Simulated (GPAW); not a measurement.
Consider CuAu (P4/mmm).

```xyz
2
Lattice="2.8107 0.0000 0.0000 0.0000 2.8107 0.0000 0.0000 0.0000 3.6850" Properties=species:S:1:pos:R:3 pbc="T T T"
Au    0.0000    0.0000    0.0000
Cu    1.4054    1.4054    1.8425
```

Absorber: atom 2, with 8 Au at 2.71 Å and 4 Cu at 2.81 Å (distorted cuboctahedral, site symmetry 4/mmm). Method: GPAW, LDA, excited-electron core hole (neutral cell), 16-atom cell with 6.7 Å between holes, 5×5×5 k points, dipole transitions, Gaussian full width 1.55 eV up to 4 eV, rising linearly to 3.5 eV at 25 eV, without spin-orbit coupling.

The database entry behind the starting cell is an old determination (1936), so it need not match the best structure at ambient conditions.

Q: What does the Cu K edge look like?

Main maxima up to 30 eV above the zero (height): 1.2 eV (0.47), 10.8 eV (1.66) and 19.4 eV (1.14). A K edge sees empty p states on the absorber. The total-energy difference is 8991.08 eV. One term is added: -29.79 eV, since the hole is spin-paired here and a spin-polarised one costs that much less in the free atom (computed apart). The photon energy is then 8961.29 eV. The tabulated edge of the element is 8979 eV. The functional leaves an error in such absolute values: in the free atom LDA prices this hole 18.3 eV below PBE (computed apart), and PBE is itself good to a few eV.

The Cu K spectrum (energy from the lowest empty level; intensity scaled to a mean of 1 over the first 20 eV; polarised curves are means over the symmetry-equivalent atoms):

```csv
E (eV),isotropic,ε ⊥ c,ε ∥ c
-2.0,0.00,0.00,0.00
-1.0,0.04,0.04,0.03
0.0,0.26,0.29,0.21
1.0,0.46,0.50,0.40
2.0,0.44,0.45,0.43
3.0,0.44,0.45,0.44
4.0,0.51,0.50,0.54
5.0,0.62,0.61,0.64
6.0,0.74,0.74,0.75
7.0,0.87,0.91,0.78
8.0,1.27,1.34,1.13
9.0,1.48,1.53,1.38
10.0,1.61,1.62,1.58
11.0,1.65,1.63,1.71
12.0,1.49,1.41,1.65
13.0,1.34,1.26,1.49
14.0,1.19,1.14,1.28
15.0,1.01,0.99,1.05
16.0,0.94,0.95,0.92
17.0,0.97,0.99,0.91
18.0,1.05,1.09,0.98
19.0,1.13,1.15,1.11
20.0,1.12,1.10,1.17
21.0,1.02,0.98,1.09
22.0,0.90,0.87,0.97
23.0,0.80,0.77,0.87
24.0,0.71,0.70,0.73
25.0,0.63,0.65,0.59
26.0,0.59,0.64,0.50
27.0,0.58,0.64,0.46
28.0,0.59,0.65,0.46
29.0,0.61,0.67,0.50
30.0,0.65,0.70,0.57
31.0,0.73,0.75,0.67
32.0,0.83,0.84,0.80
```

The script folds with a Gaussian, whereas the core hole's own line is a Lorentzian, so the onset is too steep and the first peak too high. The structure is a published determination, not relaxed.

[Banner, clock and machine lines of the logs are left out without a mark of their own.]

[Logs are printed without paths, hosts, clocks, repeated set-up lines and the standing remarks that a program may print on its own settings, such as how far it seeks lower states.]

[Hosts, paths, dates, database ids (printed as entryN), source tags and the programs' standing remarks are cut or masked in the printed files.]

[Lists of maxima count a maximum above −3 eV only where it reaches 4 % of the highest in the window and stands out from its surroundings by 2 % of it (1.5 % where it reaches 55 %); shoulders and weaker maxima are passed over, and of the rest the first, up to two pre-edge ones and the few strongest are named.]
